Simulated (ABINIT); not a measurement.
An input for ABINIT 10.8.3 (TiO2 (Rutile)):

```
acell 3*1.0 Angstrom
rprim 
  4.592200000000 0.000000000000 0.000000000000
  0.000000000000 4.592200000000 0.000000000000
  0.000000000000 0.000000000000 2.957400000000
ntypat 2
znucl 22 8
natom 6
typat 1 1 2 2 2 2
xred 
  0.000000000000 0.000000000000 0.000000000000
  0.500000000000 0.500000000000 0.500000000000
  0.304960000000 0.304960000000 0.000000000000
  0.195040000000 0.804960000000 0.500000000000
  0.695040000000 0.695040000000 0.000000000000
  0.804960000000 0.195040000000 0.500000000000
pp_dirpath "pseudos"
pseudos "Ti.upf, O.upf"
ecut 38
iscf -2
irdden 1
kptopt 0
nkpt 75
kpt 
  0.00000000 0.00000000 0.00000000
  0.00000000 0.06250000 0.00000000
  0.00000000 0.12500000 0.00000000
  0.00000000 0.18750000 0.00000000
  0.00000000 0.25000000 0.00000000
  0.00000000 0.31250000 0.00000000
  0.00000000 0.37500000 0.00000000
  0.00000000 0.43750000 0.00000000
  0.00000000 0.50000000 0.00000000
  0.06250000 0.50000000 0.00000000
  0.12500000 0.50000000 0.00000000
  0.18750000 0.50000000 0.00000000
  0.25000000 0.50000000 0.00000000
  0.31250000 0.50000000 0.00000000
  0.37500000 0.50000000 0.00000000
  0.43750000 0.50000000 0.00000000
  0.50000000 0.50000000 0.00000000
  0.43750000 0.43750000 0.00000000
  0.37500000 0.37500000 0.00000000
  0.31250000 0.31250000 0.00000000
  0.25000000 0.25000000 0.00000000
  0.18750000 0.18750000 0.00000000
  0.12500000 0.12500000 0.00000000
  0.06250000 0.06250000 0.00000000
  0.00000000 0.00000000 0.00000000
  0.00000000 0.00000000 0.06250000
  0.00000000 0.00000000 0.12500000
  0.00000000 0.00000000 0.18750000
  0.00000000 0.00000000 0.25000000
  0.00000000 0.00000000 0.31250000
  0.00000000 0.00000000 0.37500000
  0.00000000 0.00000000 0.43750000
  0.00000000 0.00000000 0.50000000
  0.00000000 0.06250000 0.50000000
  0.00000000 0.12500000 0.50000000
  0.00000000 0.18750000 0.50000000
  0.00000000 0.25000000 0.50000000
  0.00000000 0.31250000 0.50000000
  0.00000000 0.37500000 0.50000000
  0.00000000 0.43750000 0.50000000
  0.00000000 0.50000000 0.50000000
  0.06250000 0.50000000 0.50000000
  0.12500000 0.50000000 0.50000000
  0.18750000 0.50000000 0.50000000
  0.25000000 0.50000000 0.50000000
  0.31250000 0.50000000 0.50000000
  0.37500000 0.50000000 0.50000000
  0.43750000 0.50000000 0.50000000
  0.50000000 0.50000000 0.50000000
  0.43750000 0.43750000 0.50000000
  0.37500000 0.37500000 0.50000000
  0.31250000 0.31250000 0.50000000
  0.25000000 0.25000000 0.50000000
  0.18750000 0.18750000 0.50000000
  0.12500000 0.12500000 0.50000000
  0.06250000 0.06250000 0.50000000
  0.00000000 0.00000000 0.50000000
  0.00000000 0.50000000 0.00000000
  0.00000000 0.50000000 0.06250000
  0.00000000 0.50000000 0.12500000
  0.00000000 0.50000000 0.18750000
  0.00000000 0.50000000 0.25000000
  0.00000000 0.50000000 0.31250000
  0.00000000 0.50000000 0.37500000
  0.00000000 0.50000000 0.43750000
  0.00000000 0.50000000 0.50000000
  0.50000000 0.50000000 0.00000000
  0.50000000 0.50000000 0.06250000
  0.50000000 0.50000000 0.12500000
  0.50000000 0.50000000 0.18750000
  0.50000000 0.50000000 0.25000000
  0.50000000 0.50000000 0.31250000
  0.50000000 0.50000000 0.37500000
  0.50000000 0.50000000 0.43750000
  0.50000000 0.50000000 0.50000000
istwfk *1
nband 36
nbdbuf 7
tolwfr 1e-07
nstep 50
prtwf 0
prtvol 0
indata_prefix "in"
outdata_prefix "out"
tmpdata_prefix "tmp"
```

```sh
OMP_NUM_THREADS=1 mpirun -n 8 abinit run.abi > log
```

How long will it take on 8 MPI ranks of Arm Neoverse V2, shared host, and how much memory?

It took 27 s; on shared hardware allow 13 s to 53 s. Peak host memory was 0.69 GiB.

[Paths, hosts, dates, memory and timing lines, banners, echoed tables and standing remarks are left out of the program output.]

[Logs are printed without paths, hosts, clocks, repeated set-up lines and the standing remarks that a program may print on its own settings, such as how far it seeks lower states.]

[Runs of the session that timed out or met a known fault of the program may be left out.]

[Hosts, paths, dates, database ids (printed as entryN), source tags and the programs' standing remarks are cut or masked in the printed files.]

[G0W0 gaps are taken among the corrected bands and points alone; a level outside them can change the order at an edge.]

[Where Ansatz stands beside ABINIT at settings called matched, ABINIT's density can come from a denser mesh and the files from another edition; pairs whose starting gaps differed by over 0.03 eV were left out, so agreement reads better than it is.]
